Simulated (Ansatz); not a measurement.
# Moving the knobs of a GW run on SrTiO3 (Tausonite)

Aim: change settings of a G0W0 run on SrTiO3 (Tausonite) and see what moves.

Main program and level: Ansatz 0.2.0; G0W0 on PBE, plane waves, PAW; PAW set soft_1.

## Step 1: Starting point

It takes space group Pm-3m (No. 221, cubic). Conventional cell: a = 3.905 Å, b = 3.905 Å, c = 3.905 Å, α = 90.00°, β = 90.00°, γ = 90.00°. Nearest to Sr lie 12 O at 2.76 Å. Nearest to Ti lie 6 O at 1.95 Å. Nearest to O lie 2 Ti at 1.95 Å and 4 Sr at 2.76 Å. Farther neighbours and most contacts between anions are not listed.

The cell and positions come from the Crystallography Open Database and are kept as given unless a step says otherwise.

## Step 2: The base run: 4×4×4 mesh, 135 empty bands, screening to 100 eV, PAW set soft_1 files

G0W0 replaces the xc potential by the self-energy, built once from these orbitals. Only a window of levels is corrected, while the sums run over the empty bands that the input names. This step takes PAW set soft_1 files.

Input file input.yaml:

```yaml
crystal:
  lattice:
    - [3.90528, 0.0, 0.0]
    - [0.0, 3.90528, 0.0]
    - [0.0, 0.0, 3.90528]
  atoms:
    - { symbol: Sr, position: [0.5, 0.5, 0.5] }
    - { symbol: Ti, position: [0.0, 0.0, 0.0] }
    - { symbol: O, position: [0.5, 0.0, 0.0] }
    - { symbol: O, position: [0.0, 0.5, 0.0] }
    - { symbol: O, position: [0.0, 0.0, 0.5] }
kpoints:
  mp_grid: { grid: [4, 4, 4] }
hamiltonian:
  xc: pbe
  pseudopotentials: { kind: paw, azcp: { folder: soft_1 } }
scf:
  occupations: { method: fixed }
gw:
  n_empty_bands: 135
  ecut_chi: 100
  qp_bands: [v2, c2]
  qp_kpoints: band_edges
  screening: { model: contour_deformation }
```

Started as:

```console
$ ansatz run input.yaml --threads 2 --pin off --max-ram 73728MiB --backend cuda --events-out ev --progress --plain --runs-dir out --devices 1 --max-vram 13GiB
```

Numbers of over 12 decimals in the logs are rounded to 6 here.

Output:

```text
GPUs: using 1 of 1 available (devices: 1).
Engine: ansatz 0.2.0, x86_64-unknown-linux-gnu
Pseudopotentials: kind: paw
Pseudopotential: Sr, paw, valence charge 10, recommended cutoff 420 eV (normal), soft_1/Sr.paw.azcp
Pseudopotential: Ti, paw, valence charge 12, recommended cutoff 420 eV (normal), soft_1/Ti.paw.azcp
Pseudopotential: O, paw, valence charge 6, recommended cutoff 420 eV (normal), soft_1/O.paw.azcp
Functional definition: PBE
  parameter kappa = 0.804
  parameter beta = 0.066725
  exchange = pbe_x(kappa = kappa, mu = beta*pi^2/3)
  correlation = pbe_c(beta = beta)
device memory: the entry about to start is reckoned to put 0.6 GiB on a device that reports 42.6 GiB free (of which the cap on the GPU budget leaves the run 13.0 GiB)
GPU FFT provider: cuFFT
GPU libraries: cuBLAS 13.8.2, cuFFT 12.4.0, cuSOLVER 12.3.4
Crystal: 5 atoms, lattice volume = 59.560 Å³
Basis set: ecut = 420 eV, 1189 PW (Γ)
Bands: 25, of which v1, the nominal top of the filled ones, is band 20 counted from 1 (19 counted from 0)
Symmetry: 48 space group operations
Space group: Pm-3m (ITA 221), of the structure as read, at distance tolerance 3.9e-5 Å
k-points: 10 of 64
Non-local potential: Sr, projectors of the file, l = 0: 3, l = 1: 2, l = 2: 2
Non-local potential: Ti, projectors of the file, l = 0: 3, l = 1: 2, l = 2: 3, l = 3: 1
Non-local potential: O, projectors of the file, l = 0: 2, l = 1: 2, l = 2: 1
PAW form: soft (Blöchl's): semilocal exchange-correlation on the pseudo side does not see the compensation charge
PAW one-centre angular grid: Sr, 110 points (default); XC on 64 Gauss nodes
PAW one-centre angular grid: Ti, 590 points (default); XC on 64 Gauss nodes
PAW one-centre angular grid: O, 110 points (default); XC on 64 Gauss nodes
Initial density: superposition of atomic densities (chi_scale 0.1, normalization cell, long waves kept (reshape's long-wave potential 0.00 eV rms))
Initial wavefunctions: pseudopotential atomic-orbital guess
GPU buffer pool allocated for 19683 grid points (all kernels)
GPU transforms: local potential and band sums: pruned to the plane-wave sphere, on 25×27×27
Functional: x = pbe(κ = 0.804, μ = 0.219515), c = pbe(β = 0.066725)
SCF iter   1: F=—  HF=-7754.623308 eV  |F-HF|=—  |Δ(HF+E_count)|=         —  Δρ=4.99e-2  dr2=1.45e0  ethr=3.10e-3  ⟨swp⟩=4.2  Hψ=1029  notcnv=0  defer=22
preconditioner: auto → Resta (q_TF=auto, 2.553 Å⁻¹)  ε∞=5.2  [insulator: Δε(μ)=2.219 eV  Ē_g=12.922 eV  n_scr=18 (ndim 8)  ℏωp=26.4 eV  f_vac=0.000  ε∞_Penn≈5.2]
SCF iter   2: F=—  HF=-7754.485718 eV  |F-HF|=—  |Δ(HF+E_count)|=   1.38e-1  Δρ=2.74e-2  dr2=3.85e-1  ethr=3.10e-3  ⟨swp⟩=2.0  Hψ=369  notcnv=0  defer=15
SCF iter   3: F=—  HF=-7754.490329 eV  |F-HF|=—  |Δ(HF+E_count)|=   4.61e-3  Δρ=1.62e-2  dr2=1.58e-1  ethr=9.63e-4  ⟨swp⟩=2.1  Hψ=462  notcnv=0  defer=20
[...]
E_xc         = -510.500355
  E_vxc        = -580.830245  (∫ρ·V_xc dr)
  E_paw        = -4217.975206  (= ΣΔE_a)
  E_vpaw       = -342.054259  (= ΣTr[D̂ρ^β])
  E_aug_tail   = 0.002245  (compensation charges beyond the density's cutoff)
  E_ewald      = -2891.094941
  E_smearing   = -0.000000  (= −TS)
  E_closure    = -0.000000  (closes the sum)
  Σ components = -7754.480217   (vs F -7754.480217, Δ=0.00e0)
--- Band table (eV; the first three rows and the last of 10) ---
  k-point 0: bands = [... 16 lower, 8.7976, 9.6269, 9.6269, 9.6269, 11.8380, 11.8380, 11.8380, 14.2923, ... 1 higher]
  k-point 1: bands = [... 16 lower, 8.3073, 8.3641, 9.3844, 9.3844, 11.9183, 12.8943, 12.8943, 14.3013, ... 1 higher]
  k-point 2: bands = [... 16 lower, 7.6173, 7.9967, 9.2503, 9.2503, 12.0026, 13.7559, 13.7559, 14.3067, ... 1 higher]
  k-point 9: bands = [... 16 lower, 6.2415, 9.9656, 9.9656, 9.9656, 14.4354, 14.4354, 14.4354, 16.9445, ... 1 higher]
--- G₀W₀: contour deformation, 6 samples at zero and on the imaginary axis and 2 off it, 64 q-points, 135 empty bands' worth ---
  eigenvalues of the whole cell's RPA ε∞ on this k-mesh (on a slab, of 1 + 4πα/V) = 6.5911, 6.5911, 6.5911; static W/v taken at q = 0 is 0.151719
  bands read: the sum over 155 bands ends inside a degenerate multiplet in 1 slot, whose members it reads at an even weight; the widest, k=8: bands 155 to 156 (counted from 1) at 1/2 each
  gw.qp_kpoints: band_edges: 6 of 10 stored k-points solved, in 1 pass; an edge of the gap read off the rows below is read off those points alone
    valence top: of the k-points left out ik 7 came nearest to being solved in a further pass, in band 20 (counted from 1, as in the quasiparticle table): it holds the edge there only if its correction is more favourable than any solved in that band by at least 0.513 eV; those differ by 0.043 eV
    conduction bottom: of the k-points left out ik 3 came nearest to being solved in a further pass, in band 21 (counted from 1, as in the quasiparticle table): it holds the edge there only if its correction is more favourable than any solved in that band by at least 1.014 eV; those differ by 0.104 eV
    ik  band        ε_KS         Σx   Σc(E_QP)       V_xc       Z   E_QP_lin       E_QP  E_QP is
     0    19      9.6269   -26.3914     4.6842   -21.5155  0.7289     9.4344     9.4351  root
     0    20      9.6269   -26.3914     4.6842   -21.5155  0.7289     9.4344     9.4351  root
     0    21     11.8380   -12.6250    -6.3530   -20.3031  0.7393    13.2034    13.1632  root
     0    22     11.8380   -12.6250    -6.3530   -20.3031  0.7393    13.2034    13.1632  root
     1    19      9.3844   -26.1349     4.6651   -21.2600  0.7269     9.1737     9.1746  root
     1    20      9.3844   -26.1349     4.6651   -21.2600  0.7269     9.1737     9.1746  root
     1    21     11.9183   -12.7745    -6.4631   -20.5858  0.7362    13.3096    13.2665  root
     1    22     12.8943   -14.2172    -6.3103   -21.8816  0.7168    14.2990    14.2484  root
[...]
9    19      9.9656   -26.0821     4.8679   -21.0149  0.7205     9.7655     9.7663  root
     9    20      9.9656   -26.0821     4.8679   -21.0149  0.7205     9.7655     9.7663  root
     9    21     14.4354   -14.5039    -7.8615   -23.7947  0.6709    15.9518    15.8647  root
     9    22     14.4354   -14.5039    -7.8615   -23.7947  0.6709    15.9518    15.8647  root
[key lines of the parts left out:]
SCF converged after 9 iterations
Free energy (F): -7754.480217 eV
Fermi energy:    9.965625 eV
```

The job ended after 5.8 s (1 × NVIDIA H100 80GB HBM3 (shared by 6 runs) with 2 threads of AMD EPYC 7R13 (Zen 3), shared host; peak memory 1.1 GiB; 6.5 s of CPU time).

This step gave:

| Quantity | Value |
| --- | --- |
| bands summed | 155 |
| RPA ε∞ on this mesh (eigenvalues) | 6.591, 6.591, 6.591 |
| plane waves in the screening matrix | 147 |
| q-points in the mesh | 64 |
| G0W0 gap on the mesh | 3.397 eV |
| k of the valence top | -0.5, -0.5, -0.5 |
| k of the conduction bottom | 0, 0, 0 |
| starting gap on the mesh | 1.872 eV |
| Z at the valence top | 0.7205 |
| Z at the conduction bottom | 0.7393 |
| least direct G0W0 gap on the computed points | 3.728 eV |

The gap on the mesh goes from 1.87 eV to 3.40 eV, a correction of +1.52 eV. Between the two edge states, bare exchange in place of the xc potential would open the gap by 12.75 eV, and correlation takes back 11.22 eV.

## Step 3: Variant: potentials

Other atomic data (norm-conserving) test the pseudisation: the cutoff goes from 420 to 1240 eV, with the same valence electrons.

This step: G0W0 on PBE, plane waves, norm-conserving pseudopotentials.

Changes to input.yaml since step 2:

```diff
@@ -15,3 +15,3 @@
   xc: pbe
-  pseudopotentials: { kind: paw, azcp: { folder: soft_1 } }
+  pseudopotentials: { kind: nc }
 scf:
```

Output:

```text
GPUs: using 1 of 1 available (devices: 1).
[...]
GPU FFT provider: cuFFT
GPU libraries: cuBLAS 13.8.2, cuFFT 12.4.0, cuSOLVER 12.3.4
Crystal: 5 atoms, lattice volume = 59.560 Å³
Basis set: ecut = 1240 eV, 5887 PW (Γ)
Bands: 25, of which v1, the nominal top of the filled ones, is band 20 counted from 1 (19 counted from 0)
[... 1 set-up line as in the run before ...]
[...]
k-points: 10 of 64
[...]
GPU buffer pool allocated for 91125 grid points (all kernels)
[...]
SCF iter   1: F=—  HF=-3951.236359 eV  |F-HF|=—  |Δ(HF+E_count)|=         —  Δρ=5.01e-2  dr2=1.42e0  ethr=3.10e-3  ⟨swp⟩=4.9  Hψ=1059  notcnv=0  defer=24
[...]
SCF iter   8: F=-3950.873871 eV  HF=-3950.873871 eV  |F-HF|=6.70e-9  |Δ(HF+E_count)|=   3.15e-7  Δρ=5.87e-6  dr2=1.31e-8  ethr=2.50e-10  ⟨swp⟩=15.0  Hψ=1474  notcnv=0
SCF 1 converged in 8 iterations: F = -3950.873871 eV  dr2 = 1.31e-8
[...]
0    19      9.6837   -26.4043     4.6855   -21.5134  0.7288     9.4775     9.4784  root
     0    20      9.6837   -26.4043     4.6855   -21.5134  0.7288     9.4775     9.4784  root
     0    21     11.9028   -12.5846    -6.3386   -20.2541  0.7398    13.2742    13.2337  root
     0    22     11.9028   -12.5846    -6.3386   -20.2541  0.7398    13.2742    13.2337  root
     1    19      9.4426   -26.1454     4.6673   -21.2544  0.7268     9.2179     9.2190  root
     1    20      9.4426   -26.1454     4.6673   -21.2544  0.7268     9.2179     9.2190  root
     1    21     11.9837   -12.7376    -6.4491   -20.5403  0.7367    13.3806    13.3373  root
     1    22     12.9627   -14.1885    -6.2973   -21.8430  0.7172    14.3706    14.3199  root
[...]
9    19     10.0342   -26.0990     4.8648   -21.0230  0.7206     9.8221     9.8230  root
     9    20     10.0342   -26.0990     4.8648   -21.0230  0.7206     9.8221     9.8230  root
     9    21     14.5141   -14.4864    -7.8536   -23.7729  0.6710    16.0345    15.9470  root
     9    22     14.5141   -14.4864    -7.8536   -23.7729  0.6710    16.0345    15.9470  root
[key lines of the parts left out:]
SCF converged after 8 iterations
Free energy (F): -3950.873871 eV
Fermi energy:    10.034209 eV
```

The job ended after 6.6 s (1 × NVIDIA H100 80GB HBM3 (shared by 6 runs) with 2 threads; peak memory 1.3 GiB).

The G0W0 gap on the mesh is 3.411 eV.

Against the base:

| setting | base | variant |
| --- | --- | --- |
| files | PAW set soft_1 | norm-conserving |

| quantity | variant | base |
| --- | --- | --- |
| starting gap on the mesh | 1.869 | 1.872 |
| G0W0 gap on the mesh | 3.411 | 3.397 |
| least direct G0W0 gap on the computed points | 3.755 | 3.728 |
| Z at the valence top | 0.721 | 0.721 |
| Z at the conduction bottom | 0.740 | 0.739 |

## Step 4: Variant: potentials

This step: G0W0 on PBE, plane waves, PAW.

Changes to input.yaml since step 3:

```diff
@@ -15,3 +15,3 @@
   xc: pbe
-  pseudopotentials: { kind: nc }
+  pseudopotentials: { kind: paw, source: ansatz }
 scf:
```

Output:

```text
GPUs: using 1 of 1 available (devices: 1).
[...]
GPU FFT provider: cuFFT
GPU libraries: cuBLAS 13.8.2, cuFFT 12.4.0, cuSOLVER 12.3.4
Crystal: 5 atoms, lattice volume = 59.560 Å³
Basis set: ecut = 930 eV, 3887 PW (Γ)
Bands: 25, of which v1, the nominal top of the filled ones, is band 20 counted from 1 (19 counted from 0)
[... 1 set-up line as in the run before ...]
[...]
k-points: 10 of 64
[...]
GPU buffer pool allocated for 91125 grid points (all kernels)
[...]
SCF iter   1: F=—  HF=-7757.085053 eV  |F-HF|=—  |Δ(HF+E_count)|=         —  Δρ=8.97e-2  dr2=7.04e0  ethr=3.10e-3  ⟨swp⟩=4.4  Hψ=991  notcnv=0  defer=18
[...]
SCF iter  10: F=-7755.093056 eV  HF=-7755.093056 eV  |F-HF|=3.02e-9  |Δ(HF+E_count)|=   4.13e-8  Δρ=2.56e-6  dr2=4.16e-9  ethr=2.50e-10  ⟨swp⟩=8.1  Hψ=938  notcnv=0
SCF 1 converged in 10 iterations: F = -7755.093056 eV  dr2 = 4.16e-9
[...]
0    19      9.6331   -26.3824     4.6782   -21.5049  0.7287     9.4330     9.4338  root
     0    20      9.6331   -26.3824     4.6782   -21.5049  0.7287     9.4330     9.4338  root
     0    21     11.8425   -12.6133    -6.3504   -20.2866  0.7394    13.2056    13.1654  root
     0    22     11.8425   -12.6133    -6.3504   -20.2866  0.7394    13.2056    13.1654  root
     1    19      9.3916   -26.1251     4.6598   -21.2476  0.7267     9.1730     9.1739  root
     1    20      9.3916   -26.1251     4.6598   -21.2476  0.7267     9.1730     9.1739  root
     1    21     11.9229   -12.7632    -6.4608   -20.5695  0.7363    13.3114    13.2685  root
     1    22     12.9018   -14.2102    -6.3090   -21.8690  0.7167    14.3019    14.2516  root
[...]
9    19      9.9808   -26.0808     4.8597   -21.0146  0.7204     9.7734     9.7743  root
     9    20      9.9808   -26.0808     4.8597   -21.0146  0.7204     9.7734     9.7743  root
     9    21     14.4495   -14.5041    -7.8666   -23.7951  0.6706    15.9603    15.8738  root
     9    22     14.4495   -14.5041    -7.8666   -23.7951  0.6706    15.9603    15.8738  root
[key lines of the parts left out:]
SCF converged after 10 iterations
Free energy (F): -7755.093056 eV
Fermi energy:    9.980848 eV
```

The job ended after 5.2 s (1 × NVIDIA H100 80GB HBM3 (shared by 6 runs) with 2 threads; peak memory 1.2 GiB).

The G0W0 gap on the mesh is 3.391 eV.

Against the base:

| setting | base | variant |
| --- | --- | --- |
| files | PAW set soft_1 | hard PAW |

| quantity | variant | base |
| --- | --- | --- |
| starting gap on the mesh | 1.862 | 1.872 |
| G0W0 gap on the mesh | 3.391 | 3.397 |
| least direct G0W0 gap on the computed points | 3.732 | 3.728 |
| Z at the valence top | 0.720 | 0.721 |
| Z at the conduction bottom | 0.739 | 0.739 |

## Step 5: Variant: frequency model

A plasmon pole stands in for the full frequency dependence of the screening; this run shows what that costs in accuracy.

This step: G0W0 on PBE, plane waves, PAW; PAW set soft_1.

Changes to input.yaml since step 4:

```diff
@@ -15,3 +15,3 @@
   xc: pbe
-  pseudopotentials: { kind: paw, source: ansatz }
+  pseudopotentials: { kind: paw, azcp: { folder: soft_1 } }
 scf:
@@ -23,2 +23,2 @@
   qp_kpoints: band_edges
-  screening: { model: contour_deformation }
+  screening: { model: godby_needs }
```

Output:

```text
GPUs: using 1 of 1 available (devices: 1).
[...]
GPU FFT provider: cuFFT
GPU libraries: cuBLAS 13.8.2, cuFFT 12.4.0, cuSOLVER 12.3.4
Crystal: 5 atoms, lattice volume = 59.560 Å³
Basis set: ecut = 420 eV, 1189 PW (Γ)
Bands: 25, of which v1, the nominal top of the filled ones, is band 20 counted from 1 (19 counted from 0)
[... 1 set-up line as in the run before ...]
[...]
k-points: 10 of 64
[...]
GPU buffer pool allocated for 19683 grid points (all kernels)
[...]
SCF iter   1: F=—  HF=-7754.623308 eV  |F-HF|=—  |Δ(HF+E_count)|=         —  Δρ=4.99e-2  dr2=1.45e0  ethr=3.10e-3  ⟨swp⟩=4.2  Hψ=1029  notcnv=0  defer=22
[...]
SCF iter   9: F=-7754.480217 eV  HF=-7754.480217 eV  |F-HF|=2.20e-9  |Δ(HF+E_count)|=   4.55e-8  Δρ=2.30e-6  dr2=3.09e-9  ethr=2.50e-10  ⟨swp⟩=9.4  Hψ=984  notcnv=0
SCF 1 converged in 9 iterations: F = -7754.480217 eV  dr2 = 3.09e-9
[...]
0    21     11.8380   -12.6250    -6.2771   -20.3031  0.7804    13.2521    13.2390  root
     0    22     11.8380   -12.6250    -6.2771   -20.3031  0.7804    13.2521    13.2390  root
     1    19      9.3844   -26.1349     4.7159   -21.2600  0.7720     9.2253     9.2254  root
     1    20      9.3844   -26.1349     4.7159   -21.2600  0.7720     9.2253     9.2254  root
     1    21     11.9183   -12.7745    -6.3797   -20.5858  0.7782    13.3641    13.3498  root
     1    22     12.8943   -14.2172    -6.1591   -21.8816  0.7674    14.4153    14.3996  root
[...]
8    21     14.0457   -14.5478    -7.1568   -23.3448  0.7500    15.7573    15.6860  root
     8    22     14.0457   -14.5478    -7.1568   -23.3448  0.7500    15.7573    15.6860  root
     9    19      9.9656   -26.0821     4.9254   -21.0149  0.7657     9.8237     9.8239  root
     9    20      9.9656   -26.0821     4.9254   -21.0149  0.7657     9.8237     9.8239  root
     9    21     14.4354   -14.5039    -7.6233   -23.7947  0.7465    16.2080    16.1030  root ?
     9    22     14.4354   -14.5039    -7.6233   -23.7947  0.7465    16.2080    16.1030  root ?
[key lines of the parts left out:]
SCF converged after 9 iterations
Free energy (F): -7754.480217 eV
Fermi energy:    9.965625 eV
```

Wall time 6.5 s (1 × NVIDIA H100 80GB HBM3 (shared by 6 runs) with 2 threads); peak memory 1.1 GiB.

The G0W0 gap on the mesh is 3.415 eV.

Against the base:

| setting | base | variant |
| --- | --- | --- |
| frequency model | contour deformation | plasmon pole |

| quantity | variant | base |
| --- | --- | --- |
| starting gap on the mesh | 1.872 | 1.872 |
| G0W0 gap on the mesh | 3.415 | 3.397 |
| least direct G0W0 gap on the computed points | 3.743 | 3.728 |
| Z at the valence top | 0.766 | 0.721 |
| Z at the conduction bottom | 0.780 | 0.739 |

## Step 6: What came out

```json
{
 "base": "3.40 eV, 5.8 s",
 "potentials": "3.39 eV, 5.2 s",
 "frequency model": "3.42 eV, 6.5 s"
}
```

Potentials: the gap moves by +0.01 eV (the plane-wave cutoff goes from 420 to 1240 eV). Potentials: the gap moves by −0.01 eV (the plane-wave cutoff goes from 420 to 930 eV). Frequency model: the gap moves by +0.02 eV. All runs here use a coarse mesh and modest cutoffs; they test settings and are not final values. The 4×4×4 mesh is coarse for this cell (its supercell is 16 Å along the shortest edge). The RPA ε∞ on it, from the PBE start, is 6.59; such meshes misread the long-range screening, most where the gap is narrow. This is the ideal cubic cell; many perovskites, halides above all, are cubic only on average, and local tilts or off-centring can widen the gap. The many-body steps are scalar-relativistic: spin-orbit coupling is not in them.

[Paths, hosts, dates, memory and timing lines, banners, echoed tables and standing remarks are left out of the program output.]

[Logs are printed without paths, hosts, clocks, repeated set-up lines and the standing remarks that a program may print on its own settings, such as how far it seeks lower states.]

[Runs of the session that timed out or met a known fault of the program may be left out.]

[Cells called generated may have been cut or substituted from an entry of the Crystallography Open Database or the Materials Project.]

[Hosts, paths, dates, database ids (printed as entryN), source tags and the programs' standing remarks are cut or masked in the printed files.]
